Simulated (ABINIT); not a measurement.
# MoS2 (P6_3/mmc): G0W0 in ABINIT against the bands in the self-energy, part 2 of 2

How does the gap of MoS2 (P6_3/mmc) converge in the bands in the self-energy?

ABINIT 10.8.3; PBE and many-body steps on it, plane waves. Known limits of the many-body steps: not at the basis limit; no spin-orbit coupling; coarse k mesh.

So far. Step 2 (Screening, 6×6×1 mesh, 345 bands, screening to 217.7 eV): Local fields lower ε∞ by 12 %. On a Γ-centred mesh this coarse the value itself is usually too large, while a short band sum pulls it down.

The database entry behind the starting cell differs from later determinations by our own check (about 0.3 % long), so it need not match the best structure at ambient conditions.

**6. 106 bands**

Level of this step: G0W0 on PBE, plane waves, norm-conserving pseudopotentials (ABINIT).

The self-energy is evaluated for the states that the input lists, and the levels follow from it, in one-shot runs by the linearised quasiparticle equation.

run.abi

```
acell 3*1.0 Angstrom
rprim 
  3.169000000004 -0.000000000001 0.000000000000
  -1.584500000001 2.744434504597 0.000000000000
  0.000000000000 0.000000000000 12.324000000000
ntypat 2
znucl 42 16
natom 6
typat 1 1 2 2 2 2
xred 
  0.333333333333 0.666666666667 0.250000000000
  0.666666666667 0.333333333333 0.750000000000
  0.333333333333 0.666666666667 0.623000000000
  0.666666666667 0.333333333333 0.123000000000
  0.333333333333 0.666666666667 0.877000000000
  0.666666666667 0.333333333333 0.377000000000
pp_dirpath "pseudos"
pseudos "Mo.upf, S.upf"
ecut 36
ngkpt 6 6 1
nshiftk 1
shiftk 0 0 0
kptopt 1
chksymbreak 0
istwfk *1
occopt 1
irdwfk 1
optdriver 4
nband 106
gwcalctyp 0
ecutsigx 36
symsigma 1
nkptgw 3
kptgw 
  0.0000000000 0.0000000000 0.0000000000
  0.1666666667 0.1666666667 0.0000000000
  0.3333333333 0.3333333333 0.0000000000
bdgw 
  25 28
  25 28
  25 28
ecuteps 8
irdscr 1
ppmodel 1
indata_prefix "in"
outdata_prefix "out"
tmpdata_prefix "tmp"
```

Launch:

```console
$ OMP_NUM_THREADS=1 mpirun -n 8 abinit run.abi > log
```

Output:

```text
.Version 10.8.3 of ABINIT. v10.8.2 released Aug 2026.

 Symmetries : space group P6_3/m m c (#194); Bravais hP (primitive hexag.)
[... echo of the input left out ...]
== DATASET  1 ==================================================================
-   mpi_nproc: 8, omp_nthreads: 1 (-1 if OMP is not activated)

--- !DatasetInfo
iteration_state: {dtset: 1, }
dimensions: {natom: 6, nkpt: 7, mband: 106, nsppol: 1, nspinor: 1, nspden: 1, mpw: 7481, }
cutoff_energies: {ecut:  36.0, pawecutdg:  -1.0, }
[...]
Band     E0 <VxcDFT>   SigX SigC(E0)      Z dSigC/dE  Sig(E)    E-E0       E
[...]
27   9.486 -17.609 -13.378  -2.855   0.775  -0.290 -16.542   1.066  10.553
       28   9.486 -17.609 -13.378  -2.855   0.775  -0.290 -16.542   1.066  10.553

== END DATASET(S) ==============================================================
================================================================================

 -outvars: echo values of variables after computation  --------
           etotal      0.0000000000E+00
            nband         106
             nkpt           7
          spgroup         194
 [... the other variables as echoed above ...]

 Calculation completed.
```

The job ended after 63 s (8 MPI ranks of Arm Neoverse V1, shared host; peak memory 3.8 GiB).

This step gave:

```yaml
g0w0_gap_on_the_points_computed: 1.202 eV
starting_gap_on_the_mesh: 0.8887 eV
k_of_the_valence_top: 0, 0, 0
k_of_the_conduction_bottom: 0.1667, 0.1667, 0
least_direct_g0w0_gap_on_the_computed_points: 2.197 eV
```

The gap on the mesh goes from 0.89 eV to 1.20 eV, a correction of +0.31 eV.

**7. 213 bands**

run.abi, as its differences from that of step 6:

```diff
@@ -28,3 +28,3 @@
 optdriver 4
-nband 106
+nband 213
 gwcalctyp 0
```

Output:

```text
.Version 10.8.3 of ABINIT. v10.8.2 released Aug 2026.

 Symmetries : space group P6_3/m m c (#194); Bravais hP (primitive hexag.)
[... echo of the input left out ...]
== DATASET  1 ==================================================================
-   mpi_nproc: 8, omp_nthreads: 1 (-1 if OMP is not activated)

--- !DatasetInfo
iteration_state: {dtset: 1, }
dimensions: {natom: 6, nkpt: 7, mband: 213, nsppol: 1, nspinor: 1, nspden: 1, mpw: 7481, }
cutoff_energies: {ecut:  36.0, pawecutdg:  -1.0, }
[...]
Band     E0 <VxcDFT>   SigX SigC(E0)      Z dSigC/dE  Sig(E)    E-E0       E
[...]
27   9.486 -17.609 -13.378  -3.451   0.771  -0.297 -17.008   0.601  10.087
       28   9.486 -17.609 -13.378  -3.451   0.771  -0.297 -17.008   0.601  10.087

== END DATASET(S) ==============================================================
================================================================================

 -outvars: echo values of variables after computation  --------
           etotal      0.0000000000E+00
            nband         213
             nkpt           7
          spgroup         194
 [... the other variables as echoed above ...]

 Calculation completed.
```

The job ended after 2 min (8 MPI ranks; peak memory 4.5 GiB).

This step gave:

```
G0W0 gap on the points computed              : 1.223 eV
starting gap on the mesh                     : 0.8887 eV
k of the valence top                         : 0, 0, 0
k of the conduction bottom                   : 0.1667, 0.1667, 0
least direct G0W0 gap on the computed points : 2.148 eV
```

Against the run before, the gap moves by +0.021 eV.

**8. 345 bands**

run.abi, as its differences from that of step 7:

```diff
@@ -28,3 +28,3 @@
 optdriver 4
-nband 213
+nband 345
 gwcalctyp 0
```

Output:

```text
.Version 10.8.3 of ABINIT. v10.8.2 released Aug 2026.

 Symmetries : space group P6_3/m m c (#194); Bravais hP (primitive hexag.)
[... echo of the input left out ...]
== DATASET  1 ==================================================================
-   mpi_nproc: 8, omp_nthreads: 1 (-1 if OMP is not activated)

--- !DatasetInfo
iteration_state: {dtset: 1, }
dimensions: {natom: 6, nkpt: 7, mband: 345, nsppol: 1, nspinor: 1, nspden: 1, mpw: 7481, }
cutoff_energies: {ecut:  36.0, pawecutdg:  -1.0, }
[...]
Band     E0 <VxcDFT>   SigX SigC(E0)      Z dSigC/dE  Sig(E)    E-E0       E
[...]
27   9.486 -17.609 -13.378  -3.677   0.770  -0.299 -17.183   0.426   9.912
       28   9.486 -17.609 -13.378  -3.677   0.770  -0.299 -17.183   0.426   9.912

== END DATASET(S) ==============================================================
================================================================================

 -outvars: echo values of variables after computation  --------
           etotal      0.0000000000E+00
            nband         345
             nkpt           7
          spgroup         194
 [... the other variables as echoed above ...]

 Calculation completed.
```

It took 3.1 min on 8 MPI ranks; peak memory 5.3 GiB; 25 min of CPU time.

Numbers from this step:

* G0W0 gap on the points computed: 1.231 eV
* starting gap on the mesh: 0.8887 eV
* k of the valence top: 0, 0, 0
* k of the conduction bottom: 0.1667, 0.1667, 0
* least direct G0W0 gap on the computed points: 2.127 eV

Against the run before, the gap moves by +0.008 eV.

**9. The runs together**

Times are wall times on 8 MPI ranks of Arm Neoverse V1, shared host, good to a factor of about two. A run's time includes the screening step that it read.

| run | mesh | bands | screening cutoff (eV) | DFT gap (eV) | gap on the mesh (eV) | direct (eV) | ε∞ used | time |
| --- | --- | --- | --- | --- | --- | --- | --- | --- |
| 34 bands | 6×6×1 | 34 | 217.7 | 0.889 | 1.264 | 2.300 | 14.42 | 7.6 min |
| 36 bands | 6×6×1 | 36 | 217.7 | 0.889 | 1.212 | 2.333 | 14.42 | 7.6 min |
| 54 bands | 6×6×1 | 54 | 217.7 | 0.889 | 1.167 | 2.246 | 14.42 | 7.7 min |
| 106 bands | 6×6×1 | 106 | 217.7 | 0.889 | 1.202 | 2.197 | 14.42 | 8.2 min |
| 213 bands | 6×6×1 | 213 | 217.7 | 0.889 | 1.223 | 2.148 | 14.42 | 9.1 min |
| 345 bands | 6×6×1 | 345 | 217.7 | 0.889 | 1.231 | 2.127 | 14.42 | 10 min |

**10. What came out**

```
34 bands     : 1.264 eV
36 bands     : 1.212 eV
54 bands     : 1.167 eV
106 bands    : 1.202 eV
213 bands    : 1.223 eV
345 bands    : 1.231 eV
known limits : not at the basis limit; no spin-orbit coupling; coarse k mesh
```

The setting moved: bands in the self-energy. From 34 bands to 345 bands the gap moves by −0.03 eV, not steadily: it passes through 1.17 eV. It holds to 0.03 eV from 106 bands on. Bands and screening cutoff are coupled, so a series along one setting does not show full convergence. Bands and cutoff are finite, so the gap is not at the basis limit. The miss can reach some tenths of an eV and take either sign; the mesh is an error of its own. In the first G0W0 run levels were corrected at 3 k points alone, so a gap called «on the mesh» is the least over those, and an edge elsewhere would be missed. The 6×6×1 mesh is coarse for this cell, which bears on the long-range parts of exchange and screening. The many-body steps are scalar-relativistic: spin-orbit coupling is not in them.

[Paths, hosts, dates, memory and timing lines, banners, echoed tables and standing remarks are left out of the program output.]

[Logs are printed without paths, hosts, clocks, repeated set-up lines and the standing remarks that a program may print on its own settings, such as how far it seeks lower states.]

[Runs of the session that timed out or met a known fault of the program may be left out.]

[No measured gap is set beside runs whose start may be inverted or whose files or cutoffs have a known fault.]

[Hosts, paths, dates, database ids (printed as entryN), source tags and the programs' standing remarks are cut or masked in the printed files.]

[G0W0 gaps are taken among the corrected bands and points alone; a level outside them can change the order at an edge.]

[Where Ansatz stands beside ABINIT at settings called matched, ABINIT's density can come from a denser mesh and the files from another edition; pairs whose starting gaps differed by over 0.03 eV were left out, so agreement reads better than it is.]
